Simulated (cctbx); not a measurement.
# NaSrSCl with cctbx, script by script

Library: cctbx 2025.11. The data are simulated by the first script.

## 1. Simulate the data

run.py:

```python
from cctbx import adptbx, crystal, miller, sgtbx, xray
from cctbx.array_family import flex
from iotbx.shelx import hklf
from scitbx import matrix
import scitbx.random

cs = crystal.symmetry(unit_cell=(4.312, 4.312, 9.806, 90, 90, 90), space_group_symbol='Hall: P 4ab 2ab -1ab')  # P4/nmm
atoms = [  # label, site, U (iso, or U11 U22 U33 U12 U13 U23 in A^2), occupancy
    ("Sr1", (0.5, 0, 0.1553), (0.0032, 0.0032, 0.0032, 0.0000, 0.0000, 0.0000), 1),
    ("Cl1", (0, 0, 0), (0.0046, 0.0046, 0.0046, 0.0000, 0.0000, 0.0000), 1),
    ("S1", (0.5, 0, 0.6932), (0.0072, 0.0072, 0.0077, 0.0000, 0.0000, 0.0000), 1),
    ("Na1", (0, 0, 0.5), (0.0064, 0.0064, 0.0043, 0.0000, 0.0000, 0.0000), 1),
]
xs = xray.structure(crystal_symmetry=cs)
for label, site, u, occ in atoms:
    u = adptbx.u_cif_as_u_star(cs.unit_cell(), u) if isinstance(u, tuple) else u
    xs.add_scatterer(xray.scatterer(label, site=site, u=u, occupancy=occ))
xs.set_inelastic_form_factors(0.56087, "sasaki")
xs.show_summary()
p1 = xs.expand_to_p1()
ms = miller.build_set(p1, anomalous_flag=True, d_min=0.75)
flex.set_random_seed(660854)
scitbx.random.set_random_seed(660854)
ms = ms.select(flex.random_double(ms.size()) < 0.5)
i = ms.structure_factors_from_scatterers(p1, algorithm="direct").f_calc().as_intensity_array().data()
i = i * 20000 / flex.max(i)
sig = flex.sqrt(i + flex.pow2(0.03 * i) + 15 ** 2)
noise = scitbx.random.variate(scitbx.random.normal_distribution())(i.size())
data = ms.array(data=i + sig * noise, sigmas=sig).set_observation_type_xray_intensity()
with open("data.hkl", "w") as f:
    data.export_as_shelx_hklf(f)
print("reflections written:", data.size(), " <I/sigma> = %.1f" % flex.mean(data.data() / data.sigmas()))
for h, a, b in list(data.sort("data"))[:12]:
    print("%4d%4d%4d %9.1f %7.1f" % (h + (a, b)))
```

```console
$ python run.py
```

```text
Number of scatterers: 4
At special positions: 4
Unit cell: (4.312, 4.312, 9.806, 90, 90, 90)
Space group: P 4/n m m :1 (No. 129)
reflections written: 928  <I/sigma> = 18.0
  -2   0   0   21717.0   616.6
   2   0   0   20156.8   616.6
   0   2   0   19817.0   616.6
  -2  -2   0   14489.7   430.6
   2   2   0   14270.0   430.6
   2  -2   0   13898.6   430.6
   0   0  -6   11438.2   361.5
   1  -1   2   10388.1   313.0
   1   1  -2   10362.3   313.0
  -1  -1   2   10011.8   313.0
  -1  -1  -2    9948.4   313.0
   1  -1  -2    9765.7   313.0
```

Run time: 0.24 s on 1 thread of Arm Neoverse V2, with other jobs on the host, peak memory 0.07 GiB.

## 2. Symmetry

run.py:

```python
from cctbx import crystal, sgtbx, statistics
from cctbx.array_family import flex
from iotbx.shelx import hklf

p1 = crystal.symmetry(unit_cell=(4.312, 4.312, 9.806, 90, 90, 90), space_group_symbol="P 1")
raw = hklf.reader(file_name="data.hkl").as_miller_arrays(crystal_symmetry=p1, anomalous=True)[0]
print(raw.size(), "reflections to d = %.3f A" % raw.d_min())
isig = raw.data() / raw.sigmas()
print("centring   violations  <I/sigma> of those")
best = "P"
for c in "ABCIRF":
    a = raw.customized_copy(space_group_info=sgtbx.space_group_info("Hall: %s 1" % c)).sys_absent_flags().data()
    m = flex.mean(isig.select(a))
    print("%5s %10d of %5d %8.1f" % (c, (isig.select(a) > 4).count(True), a.count(True), m))
    if (isig.select(a) > 4).count(True) < 0.01 * a.count(True):
        best = c
raw = raw.select(~raw.customized_copy(space_group_info=sgtbx.space_group_info("Hall: %s 1" % best)).sys_absent_flags().data())
isig = raw.data() / raw.sigmas()
rows = []
for s in sgtbx.space_group_symbol_iterator():
    g = sgtbx.space_group(s)
    if g.conventional_centring_type_symbol() != best or not g.is_compatible_unit_cell(p1.unit_cell(), 1e-3, 0.02):
        continue
    rows.append((s, g))
print("Laue class    unique    Rint  (classes that these axes allow; Friedel mates merged)")
rint = {}
for s, g in rows:
    laue = g.build_derived_patterson_group()
    key = laue.type().hall_symbol()
    if key not in rint:
        m = raw.customized_copy(space_group_info=laue.info(), anomalous_flag=False).merge_equivalents()
        rint[key] = m.r_int()
        print("%-14s %6d %7.3f" % (laue.type().lookup_symbol(), m.array().size(), m.r_int()))
floor = min(rint.values())
good = [(s, g) for s, g in rows if rint[g.build_derived_patterson_group().type().hall_symbol()] < 2 * floor + 0.03]
top = max(g.build_derived_patterson_group().order_z() for s, g in good)
print("space group    extra absences  I>4sigma  <I/sigma>")
for s, g in good:
    laue = g.build_derived_patterson_group()
    if laue.order_z() != top:
        continue
    a = raw.customized_copy(space_group_info=g.info()).sys_absent_flags().data()
    a &= ~raw.customized_copy(space_group_info=laue.info()).sys_absent_flags().data()
    bad = (isig.select(a) > 4).count(True)
    if bad <= 0.03 * a.count(True):
        print("%-16s %8d %10d %9s  %s" % (s.universal_hermann_mauguin(), a.count(True), bad, "%.1f" % flex.mean(isig.select(a)) if a.count(True) else "-", "centric" if g.is_centric() else "acentric"))
laue = max(good, key=lambda t: t[1].build_derived_patterson_group().order_z())[1].build_derived_patterson_group()
f = raw.customized_copy(space_group_info=laue.info(), anomalous_flag=False).merge_equivalents().array().eliminate_sys_absent().f_sq_as_f()
f.set_observation_type_xray_amplitude()
bins = max(3, min(8, f.size() // 12))
f.setup_binner(n_bins=bins)
w = statistics.wilson_plot(f, {e: n / laue.order_z() for e, n in {'Sr': 2.0, 'Cl': 2.0, 'S': 2.0, 'Na': 2.0}.items()}, e_statistics=True)
print("Wilson B = %.2f A^2   <|E^2-1|> = %.3f (0.968 centric, 0.736 acentric)   E^2>4: %.1f %%" % (w.wilson_b, w.mean_e_sq_minus_1, w.percent_e_sq_gt_2))
print("shell (A)         n   <I/sigma>")
m = raw.customized_copy(space_group_info=laue.info(), anomalous_flag=False).merge_equivalents().array().eliminate_sys_absent()
for b in m.setup_binner(n_bins=bins).range_used():
    sel = m.binner().selection(b)
    print("%5.2f - %4.2f %6d %8.1f" % (min(m.binner().bin_d_range(b)[0] if m.binner().bin_d_range(b)[0] > 0 else 99, 99), m.binner().bin_d_range(b)[1], sel.count(True), flex.mean((m.data() / m.sigmas()).select(sel))))
```

```console
$ python run.py
```

```text
928 reflections to d = 0.751 A
centring   violations  <I/sigma> of those
    A        405 of   461     19.1
    B        415 of   470     19.5
    C        422 of   487     18.2
    I        373 of   457     17.8
    R        540 of   635     17.9
    F        621 of   709     18.9
Laue class    unique    Rint  (classes that these axes allow; Friedel mates merged)
P -1              692   0.022
P 1 2/m 1         473   0.024
P 1 1 2/m         445   0.024
P 2/m 1 1         471   0.023
P m m m           292   0.026
P 4/m             246   0.027
P 4/m m m         174   0.028
space group    extra absences  I>4sigma  <I/sigma>
P 4 2 2                 0          0         -  acentric
P 4 21 2                8          0      -0.1  acentric
P 4 m m                 0          0         -  acentric
P -4 2 m                0          0         -  acentric
P -4 21 m               8          0      -0.1  acentric
P -4 m 2                0          0         -  acentric
P 4/m m m               0          0         -  centric
P 4/n m m :1           26          0      -0.1  centric
P 4/n m m :2           26          0      -0.1  centric
Wilson B = 0.45 A^2   <|E^2-1|> = 0.706 (0.968 centric, 0.736 acentric)   E^2>4: 0.6 %
shell (A)         n   <I/sigma>
 9.81 - 1.50     28     39.4
 1.50 - 1.19     23     32.4
 1.19 - 1.04     21     39.9
 1.04 - 0.95     24     36.8
 0.95 - 0.88     15     29.4
 0.88 - 0.83     22     38.4
 0.83 - 0.79     22     45.9
 0.79 - 0.75     19     29.1
```

Time: 0.33 s.

## 3. Charge flipping

run.py:

```python
import itertools
from cctbx import crystal, maptbx
from cctbx.array_family import flex
from iotbx.shelx import hklf
from smtbx.ab_initio import charge_flipping as cf

cs = crystal.symmetry(unit_cell=(4.312, 4.312, 9.806, 90, 90, 90), space_group_symbol='Hall: P 4ab 2ab -1ab')  # P4/nmm
raw = hklf.reader(file_name="data.hkl").as_miller_arrays(crystal_symmetry=cs, anomalous=True)[0]
merged = raw.eliminate_sys_absent().merge_equivalents()
fo2 = merged.array().set_observation_type_xray_intensity()
f = fo2.average_bijvoet_mates().f_sq_as_f().resolution_filter(d_min=0.8)
p1 = f.expand_to_p1()
p1.setup_binner_counting_sorted(reflections_per_bin=max(40, p1.size() // 12))
work = p1.array(data=p1.data() / p1.amplitude_quasi_normalisations().data())
flex.set_random_seed(19309)
it = cf.weak_reflection_improved_iterator(delta=None, weak_reflection_fraction=0.2)
it.start(work, phases=flex.random_double(p1.size()) * 6.2832, f_000=0)
it.delta = 0.9 * it.rho_map.sigma()
print("cycle      R  skewness")
for n, st in enumerate(itertools.islice(it, 300)):
    if n % 25 == 0:
        print("%5d %6.3f %8.2f" % (n, st.r1_factor(), st.rho_map.skewness()))
rho = p1.phase_transfer(it.f_calc).fft_map().apply_volume_scaling()
polish = cf.low_density_elimination_iterator(constant_rho_c=rho.sigma())
polish.start(f_obs=p1, phases=it.f_calc, f_000=0)
for _ in range(8):
    next(polish)
print("origin shift          correlation  skewness")
maps = []
for fc, shift, cc in itertools.islice(cf.f_calc_symmetrisations(f, polish.f_calc, 0), 4):
    m = f.phase_transfer(fc).fft_map(symmetry_flags=maptbx.use_space_group_symmetry, resolution_factor=0.25).apply_sigma_scaling()
    maps.append((m.skewness(), cc, m))
    print("%6.3f %6.3f %6.3f %10.3f %9.2f" % (tuple(shift) + (cc, m.skewness())))
skew, cc, m = max((t for t in maps if t[1] > maps[0][1] - 0.04), key=lambda t: t[0])
print("taken: symmetry correlation %.3f, skewness %.2f" % (cc, skew))
peaks = m.peak_search(parameters=maptbx.peak_search_parameters(min_distance_sym_equiv=0.9, max_clusters=9)).all()
sps = cs.special_position_settings(min_distance_sym_equiv=0.5)
print("peak      x       y       z  mult  height/sigma")
for k, (x, h) in enumerate(zip(peaks.sites(), peaks.heights())):
    ss = sps.site_symmetry(x)
    print("Q%-3d %7.4f %7.4f %7.4f %4d %8.1f" % ((k + 1,) + tuple(t % 1 for t in ss.exact_site()) + (ss.multiplicity(), h)))
```

```console
$ python run.py
```

```text
cycle      R  skewness
    0  0.567     0.21
   25  0.379     1.56
   50  0.377     1.72
   75  0.386     1.86
  100  0.393     2.00
  125  0.395     2.23
  150  0.394     2.71
  175  0.410     4.44
  200  0.412     4.50
  225  0.406     4.41
  250  0.408     4.45
  275  0.394     4.60
origin shift          correlation  skewness
-0.005  0.872  0.298      0.811      3.23
 0.002  0.874  0.048      0.809      3.76
 0.006  0.885  0.385      0.797      2.49
 0.005  0.885  0.136      0.793      1.94
taken: symmetry correlation 0.809, skewness 3.76
peak      x       y       z  mult  height/sigma
Q1    0.0000  0.5000  0.6736    2     12.0
Q2    0.0000  0.5000  0.1568    2     11.5
Q3    0.0000  0.0000  0.5000    2     11.3
Q4    0.0000  0.0000  0.0000    2      4.4
Q5    0.0000  0.0000  0.1759    4      4.0
Q6    0.0000  0.5000  0.5644    2      2.2
Q7    0.0000  0.1429  0.5979    8      1.7
Q8    0.0000  0.5000  0.3555    2      1.6
Q9    0.1214  0.2014  0.3201   16      1.5
```

Time: 0.36 s.

## 4. Refinement (model from the peaks)

run.py:

```python
import math
from cctbx import adptbx, crystal, maptbx, sgtbx, xray
from cctbx.array_family import flex
from cctbx.xray import observations
from iotbx.shelx import hklf
from scitbx.lstbx import normal_eqns_solving
from smtbx import absolute_structure, utils
from smtbx.refinement import constraints, least_squares

cs = crystal.symmetry(unit_cell=(4.312, 4.312, 9.806, 90, 90, 90), space_group_symbol='Hall: P 4ab 2ab -1ab')  # P4/nmm
atoms = [  # label, site, U (iso, or U11 U22 U33 U12 U13 U23 in A^2), occupancy
    ("Cl1", (0, 0.5, 0.6736), 0.0200, 1),
    ("Sr1", (0, 0.5, 0.1568), 0.0200, 1),
    ("S1", (0, 0, 0.5), 0.0200, 1),
    ("Na1", (0, 0, 0), 0.0200, 1),
]
xs = xray.structure(crystal_symmetry=cs)
for label, site, u, occ in atoms:
    u = adptbx.u_cif_as_u_star(cs.unit_cell(), u) if isinstance(u, tuple) else u
    xs.add_scatterer(xray.scatterer(label, site=site, u=u, occupancy=occ))
xs.set_inelastic_form_factors(0.56087, "sasaki")
raw = hklf.reader(file_name="data.hkl").as_miller_arrays(crystal_symmetry=cs, anomalous=True)[0]
merged = raw.eliminate_sys_absent().merge_equivalents()
fo2 = merged.array().set_observation_type_xray_intensity()
print("Rint %.3f, %d unique reflections to %.2f A" % (merged.r_int(), fo2.size(), fo2.d_min()))
for sc in xs.scatterers():
    sc.flags.set_grad_site(True)
    sc.flags.set_grad_u_aniso(sc.flags.use_u_aniso())
    sc.flags.set_grad_u_iso(sc.flags.use_u_iso())
obs = fo2.as_xray_observations()
extra = {}
rep = constraints.reparametrisation(xs, [], utils.connectivity_table(xs), **extra)
ls = least_squares.crystallographic_ls(obs, rep, weighting_scheme=least_squares.mainstream_shelx_weighting(a=0, b=0))
print("cycle     R1     wR2    GooF  max shift (A)")
for cycle in range(6):
    ls.build_up()
    r1, wr2, goof = ls.r1_factor(cutoff_factor=2)[0], ls.wR2(), ls.goof()
    old = xs.sites_cart()
    normal_eqns_solving.levenberg_marquardt_iterations(ls, n_max_iterations=3, tau=0.0001, step_threshold=1e-7)
    big = flex.max((xs.sites_cart() - old).norms())
    print("%4d %7.4f %7.4f %7.3f %9.5f" % (cycle + 1, r1, wr2, goof, big))
    ls.build_up(objective_only=True)
    if abs(ls.wR2() - wr2) < 5e-5 and big < 5e-4:
        break
ls.build_up()
print("final R1 %.4f wR2 %.4f GooF %.3f  parameters %d  data/parameter %.1f" % (ls.r1_factor(cutoff_factor=2)[0], ls.wR2(), ls.goof(), ls.n_parameters, fo2.size() / ls.n_parameters))
cov = ls.covariance_matrix_and_annotations()
su = dict(zip(cov.annotations, (math.sqrt(max(v, 0)) for v in cov.matrix.matrix_packed_u_diagonal())))
a2 = cs.unit_cell().reciprocal_parameters()[0] ** -2
print("atom        x        y        z      Ueq    occ   su(xyz)  su(Uiso or U11)")
for sc in xs.scatterers():
    s = max(su.get(sc.label + k, 0) for k in (".x", ".y", ".z"))
    npd = "" if sc.is_positive_definite_u(cs.unit_cell()) else "  NPD"
    print("%-5s %8.5f %8.5f %8.5f %8.4f %6.3f %8.5f %7.4f%s" % ((sc.label,) + sc.site + (sc.u_iso_or_equiv(cs.unit_cell()), sc.occupancy, s, su.get(sc.label + ".uiso", su.get(sc.label + ".u11", 0) * a2), npd)))
fo = fo2.f_sq_as_f()
fc = fo.structure_factors_from_scatterers(xs, algorithm="direct").f_calc()
diff = fo.f_obs_minus_f_calc(1 / math.sqrt(ls.scale_factor()), fc).average_bijvoet_mates()
m = diff.fft_map(symmetry_flags=maptbx.use_space_group_symmetry, resolution_factor=0.25).apply_volume_scaling()
print("difference map: max %.2f min %.2f rms %.2f" % (m.statistics().max(), m.statistics().min(), m.statistics().sigma()))
peaks = m.peak_search(parameters=maptbx.peak_search_parameters(min_distance_sym_equiv=0.6, max_clusters=5)).all()
near = xs.closest_distances(peaks.sites(), distance_cutoff=4)
sps = cs.special_position_settings(min_distance_sym_equiv=0.5)
for k, (x, h) in enumerate(zip(peaks.sites(), peaks.heights())):
    ss = sps.site_symmetry(x)
    print("Q%-3d %7.4f %7.4f %7.4f %4d %7.2f  %.2f A from %s" % ((k + 1,) + tuple(t % 1 for t in ss.exact_site()) + (ss.multiplicity(), h, near.smallest_distances[k], xs.scatterers()[near.i_seqs[k]].label)))
```

```console
$ python run.py
```

```text
Rint 0.028, 166 unique reflections to 0.75 A
cycle     R1     wR2    GooF  max shift (A)
   1  0.2622  0.5248  24.253   0.18944
   2  0.1077  0.2572  11.886   0.00040
   3  0.1070  0.2564  11.849   0.00151
   4  0.1849  0.3980  18.393   0.00054
   5  0.1063  0.2556  11.812   0.00011
   6  0.1848  0.3981  18.396   0.00014
final R1 0.1063 wR2 0.2556 GooF 11.812  parameters 6  data/parameter 27.7
atom        x        y        z      Ueq    occ   su(xyz)  su(Uiso or U11)
Cl1    0.00000  0.50000  0.69275   0.0082  1.000  0.00097  0.0018
Sr1    0.00000  0.50000  0.15514   0.0020  1.000  0.00032  0.0011
S1     0.00000  0.00000  0.50000   0.0314  1.000  0.00000  0.0034
Na1    0.00000  0.00000  0.00000   0.0001  1.000  0.00000  0.0027
difference map: max 25.64 min -2.30 rms 0.91
Q1    0.0000  0.0000  0.0000    2   25.64  0.00 A from Na1
Q2    0.0000  0.5000  0.1562    2    2.44  0.01 A from Sr1
Q3    0.0000  0.0000  0.1186    4    1.84  1.16 A from Na1
Q4    0.0000  0.0000  0.5000    2    1.80  0.00 A from S1
Q5    0.1792  0.1792  0.0000    8    1.38  1.09 A from Na1
```

Time: 0.59 s.

Figures of merit this high mean that the model is still wrong or incomplete.

## 5. Refinement (anisotropic displacement)

run.py, as its changes from the last script of this kind:

```diff
@@ -12,4 +12,4 @@
-    ("Cl1", (0, 0.5, 0.6736), 0.0200, 1),
-    ("Sr1", (0, 0.5, 0.1568), 0.0200, 1),
-    ("S1", (0, 0, 0.5), 0.0200, 1),
-    ("Na1", (0, 0, 0), 0.0200, 1),
+    ("Cl1", (0, 0.5, 0.69275), 0.0082, 1),
+    ("Sr1", (0, 0.5, 0.15514), 0.0030, 1),
+    ("S1", (0, 0, 0.5), 0.0314, 1),
+    ("Na1", (0, 0, 0), 0.0030, 1),
@@ -21,0 +22 @@
+xs.convert_to_anisotropic()
@@ -35 +36 @@
-for cycle in range(6):
+for cycle in range(8):
@@ -39 +40 @@
-    normal_eqns_solving.levenberg_marquardt_iterations(ls, n_max_iterations=3, tau=0.0001, step_threshold=1e-7)
+    normal_eqns_solving.levenberg_marquardt_iterations(ls, n_max_iterations=3, tau=1e-06, step_threshold=1e-7)
@@ -60 +61 @@
-peaks = m.peak_search(parameters=maptbx.peak_search_parameters(min_distance_sym_equiv=0.6, max_clusters=5)).all()
+peaks = m.peak_search(parameters=maptbx.peak_search_parameters(min_distance_sym_equiv=0.6, max_clusters=6)).all()
```

```console
$ python run.py
```

```text
Rint 0.028, 166 unique reflections to 0.75 A
cycle     R1     wR2    GooF  max shift (A)
   1  0.1122  0.2709  12.678   0.00292
   2  0.0406  0.1225   5.731   0.00005
final R1 0.0406 wR2 0.1225 GooF 5.731  parameters 10  data/parameter 16.6
atom        x        y        z      Ueq    occ   su(xyz)  su(Uiso or U11)
Cl1    0.00000  0.50000  0.69305   0.0092  1.000  0.00050  0.0012
Sr1    0.00000  0.50000  0.15536   0.0027  1.000  0.00015  0.0006
S1     0.00000  0.00000  0.50000   0.0322  1.000  0.00000  0.0027
Na1    0.00000  0.00000  0.00000  -0.0208  1.000  0.00000  0.0013  NPD
difference map: max 4.05 min -1.78 rms 0.42
Q1    0.0000  0.0000  0.0000    2    4.05  0.00 A from Na1
Q2    0.0000  0.5000  0.1474    2    1.29  0.08 A from Sr1
Q3    0.0000  0.1144  0.1253    8    0.74  1.32 A from Na1
Q4    0.1076  0.2072  0.9041   16    0.62  1.38 A from Na1
Q5    0.0823  0.4177  0.8758    8    0.56  1.86 A from Cl1
Q6    0.1031  0.2209  0.0963   16    0.51  1.41 A from Sr1
```

It took 0.37 s on 1 thread of Arm Neoverse V2, on a shared host, peak memory 0.09 GiB.

Figures of merit this high mean that the model is still wrong or incomplete.

[Logs are printed without paths, hosts, clocks, repeated set-up lines and the standing remarks that a program may print on its own settings, such as how far it seeks lower states.]
